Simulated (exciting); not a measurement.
# O K-edge absorption of KLuO2, all-electron BSE, part 2 of 2

How far do the exchange and direct terms reshape the O K edge of KLuO2?

exciting sodium; X-ray absorption, core-level Bethe-Salpeter equation, exchange and statically screened direct term, Tamm-Dancoff, all-electron LAPW+lo LDA.

So far. Step 5 (Independent particles): Maxima (height): 2.8 eV (0.57), 8.1 eV (0.80), 10.0 eV (0.50), 14.4 eV (0.24) and 19.2 eV (0.23). The spectrum differs from the singlet run by 72 % r.m.s. Moving the earlier curve by +2.9 eV leaves 32 %. The highest maximum lies at 8.1 eV (0.80), against 0.0 eV (1.00). Step 6 (Exchange alone): Maxima (height): 2.8 eV (0.54), 8.1 eV (0.79), 10.0 eV (0.51), 14.4 eV (0.25) and 19.2 eV (0.23). Against the independent-particle run the r.m.s. difference is 3 %.

## (8) Another input

In this try the input is made faulty on purpose, to show what that does.

File input.xml:

```
<input>
  <title>KLuO2</title>
  <structure speciespath="." autormt="false" epslat="1.0e-5">
    <crystal>
      <basevect>3.1629158690 1.8261103285 11.6427010089</basevect>
      <basevect>-3.1629158690 1.8261103285 11.6427010089</basevect>
      <basevect>0.0000000000 -3.6522206568 11.6427010089</basevect>
    </crystal>
    <species speciesfile="Lu.xml" rmt="2.240">
      <atom coord="0.5000000000 0.5000000000 0.5000000000"/>
    </species>
    <species speciesfile="K.xml" rmt="2.464">
      <atom coord="0.0000000000 0.0000000000 0.0000000000"/>
    </species>
    <species speciesfile="O.xml" rmt="1.856">
      <atom coord="0.7726658200 0.7726658200 0.7726658200"/>
      <atom coord="0.2273341800 0.2273341800 0.2273341800"/>
    </species>
  </structure>
  <groundstate do="skip" xctype="LDA_PW" ngridk="4 4 4" rgkmax="7" gmaxvr="14" nempty="8" swidth="0.001" maxscl="100" epsengy="1e-5"/>
  <xs xstype="BSE" ngridk="2 2 2" ngridq="2 2 2" vkloff="0 0 0" rgkmax="7" nempty="36" gqmax="3" lmaxapwwf="5" lmaxemat="2" broad="0.01654" tevout="true">
    <energywindow intv="18.053 19.670" points="439"/>
    <screening screentype="full" nempty="56"/>
    <BSE xas="true" xasspecies="3" xasatom="1" xasedge="K" bsetype="singlet" nstlxas="1 32"/>
    <qpointset>
      <qpoint>0 0 0</qpoint>
    </qpointset>
    <plan>
      <doonly task="xsgeneigvec"/>
      <doonly task="writepmatxs"/>
      <doonly task="scrgeneigvec"/>
      <doonly task="scrwritepmat"/>
      <doonly task="screen"/>
      <doonly task="scrcoulint"/>
      <doonly task="exccoulint"/>
    </plan>
  </xs>
</input>
```

File input.xml for the last start (plan only):

```
  <plan>
    <doonly task="bse"/>
  </plan>
```

On the command line:

```
OMP_NUM_THREADS=1 mpirun -n 4 exciting
OMP_NUM_THREADS=4 exciting
```

Numbers of over 12 decimals in the logs are rounded to 6 here.

Output:

```text
| EXCITING SODIUM started for task xsgeneigvec ( 301)                          =
One-shot GS runs for BSE calculations
One-shot GS runs for k+qmt/2 grids
Info(xsgeneigvec): Generating eigenvectors for Q-point      1
Info(xsgeneigvec): Generation of eigenvectors finished
| EXCITING SODIUM started for task writepmatxs ( 320)                          =
Info(writepmatxs): Momentum matrix elements finished
| EXCITING SODIUM started for task scrgeneigvec ( 401)                         =
One-shot GS runs for BSE calculations
One-shot GS runs for k+qmt/2 grids
[...]
Info(setup_bse_block): Setting up RR part of hamiltonian
Info(setup_bse_block): Singlet spin state
Info(bse): Diagonalizing RR Hamiltonian (TDA)
Info(bse): Invoking Lapack routine ZHEEVR
       512 eigen solutions found in the interval:
         i1=       1 i2=     512
Info(bse): Writing excition energies and oscillator strengths to text file.
Info(makespectrum_dist): Making spectrum using formula for coupling with time reversed AR basis.
Info(makespectrum_dist): Using formalism for vanishing momentum transfer.
Info(writederived): Writing quantities derived from the macroscopic dielectric function.
Info(bselauncher): Spectrum finished for iqmt=  1
Info(bselauncher): All done for BSE type singlet
```

The job ended after 2.1 min (4 MPI ranks of Arm Neoverse V2, shared host).

Wall time by task: xsgeneigvec 7.2 s, writepmatxs 3.4 s, scrgeneigvec 2.9 s, scrwritepmat 3 s, screen 36 s, scrcoulint 33 s, exccoulint 39 s, bse 1.5 s.

The input has a fault: a coarse mesh through the zone centre samples only symmetric points. In all it changes the k mesh from 3×3×3 to 2×2×2 and mesh offset from shifted to 0 0 0. Against the singlet run the r.m.s. difference is 31 %. The highest maximum lies at 1.3 eV (0.84), against 0.0 eV (1.00). The first bright state moves from -0.93 to -1.32 eV. The lowest bare transition of this run lies at 0.00 eV, against 0.23. A coarse mesh samples few band energies, and it inflates the long-range part of the attraction. Symmetric points repeat the same band energies.

| E (eV) | first run | this run |
| --- | --- | --- |
| -5.0 | 0.02 | 0.02 |
| -4.0 | 0.03 | 0.03 |
| -3.0 | 0.05 | 0.05 |
| -2.0 | 0.11 | 0.13 |
| -1.0 | 0.47 | 0.29 |
| 0.0 | 1.00 | 0.58 |
| 1.0 | 0.81 | 0.78 |
| 2.0 | 0.51 | 0.62 |
| 3.0 | 0.39 | 0.36 |
| 4.0 | 0.45 | 0.72 |
| 5.0 | 0.69 | 0.61 |
| 6.0 | 0.61 | 0.73 |
| 7.0 | 0.34 | 0.26 |
| 8.0 | 0.33 | 0.30 |
| 9.0 | 0.25 | 0.28 |
| 10.0 | 0.16 | 0.19 |
| 11.0 | 0.15 | 0.14 |
| 12.0 | 0.16 | 0.21 |
| 13.0 | 0.18 | 0.27 |
| 14.0 | 0.14 | 0.14 |
| 15.0 | 0.10 | 0.08 |
| 16.0 | 0.12 | 0.08 |
| 17.0 | 0.18 | 0.10 |
| 18.0 | 0.21 | 0.26 |
| 19.0 | 0.17 | 0.17 |
| 20.0 | 0.19 | 0.21 |
| 21.0 | 0.19 | 0.17 |
| 22.0 | 0.20 | 0.11 |
| 23.0 | 0.19 | 0.15 |
| 24.0 | 0.17 | 0.14 |

## (9) From independent particles to the full kernel

| level | curve passes 0.15 (eV) | highest maximum (eV) | its height |
| --- | --- | --- | --- |
| IP | 0.7 | 8.1 | 0.80 |
| RPA | 0.7 | 8.1 | 0.79 |
| singlet | -1.7 | 0.0 | 1.00 |

| E (eV) | IP | RPA | singlet |
| --- | --- | --- | --- |
| -4.0 | 0.01 | 0.01 | 0.03 |
| -3.0 | 0.01 | 0.01 | 0.05 |
| -2.0 | 0.02 | 0.02 | 0.11 |
| -1.0 | 0.03 | 0.03 | 0.47 |
| 0.0 | 0.07 | 0.07 | 1.00 |
| 1.0 | 0.21 | 0.19 | 0.81 |
| 2.0 | 0.35 | 0.33 | 0.51 |
| 3.0 | 0.55 | 0.54 | 0.39 |
| 4.0 | 0.51 | 0.50 | 0.45 |
| 5.0 | 0.40 | 0.39 | 0.69 |
| 6.0 | 0.31 | 0.30 | 0.61 |
| 7.0 | 0.46 | 0.44 | 0.34 |
| 8.0 | 0.78 | 0.77 | 0.33 |
| 9.0 | 0.52 | 0.53 | 0.25 |
| 10.0 | 0.50 | 0.51 | 0.16 |
| 11.0 | 0.31 | 0.32 | 0.15 |
| 12.0 | 0.26 | 0.26 | 0.16 |
| 13.0 | 0.23 | 0.23 | 0.18 |
| 14.0 | 0.24 | 0.24 | 0.14 |
| 15.0 | 0.23 | 0.23 | 0.10 |
| 16.0 | 0.13 | 0.14 | 0.12 |
| 17.0 | 0.14 | 0.15 | 0.18 |
| 18.0 | 0.18 | 0.18 | 0.21 |
| 19.0 | 0.23 | 0.23 | 0.17 |
| 20.0 | 0.21 | 0.21 | 0.19 |
| 21.0 | 0.24 | 0.24 | 0.19 |
| 22.0 | 0.24 | 0.24 | 0.20 |
| 23.0 | 0.24 | 0.25 | 0.19 |
| 24.0 | 0.27 | 0.27 | 0.17 |

## (10) Outcome

```json
{
 "absorber and edge": "O K, atom 3",
 "surroundings": "3 Lu at 2.23 Å and 3 K at 2.75 Å (distorted octahedral, site symmetry 3m)",
 "first bright state": "-0.93 eV from the Kohn–Sham onset, on this mesh",
 "highest maximum": "0.0 eV",
 "cost of the BSE run": "12 min on 4 MPI ranks of Arm Neoverse V2, shared host; the last task ran on as many threads"
}
```

**Reading.** Is a core exciton bound? Yes on this mesh: the first bright state (over 5 % of the brightest) lies at -0.93 eV from the Kohn–Sham onset and at -1.16 eV from the lowest bare transition of its own mesh. Changing the half width (eV) from 0.45 to 1.35 alters the spectrum by 26 % r.m.s. Exchange alone changes the independent-particle spectrum by 3 % r.m.s. A mesh of 27 points doesn't converge binding energies, and fine structure above the first lines is partly noise of the mesh. The kernel cutoff is low for a compact core orbital, so the effect of exchange is a lower bound. The zero comes from the unshifted 4×4×4 ground-state mesh; it is exact only where the band minimum lies on that mesh. The Kohn–Sham onset, 503 eV, is no photon energy: the scale needs a rigid shift. Bands and screening come from semilocal DFT, whose small gap overscreens. Vibrations and energy-dependent lifetimes are left out. The structure is a Materials Project entry, computed there, and may be a hypothetical form.

[Banner, clock and machine lines of the logs are left out without a mark of their own.]

[Logs are printed without paths, hosts, clocks, repeated set-up lines and the standing remarks that a program may print on its own settings, such as how far it seeks lower states.]

[Hosts, paths, dates, database ids (printed as entryN), source tags and the programs' standing remarks are cut or masked in the printed files.]
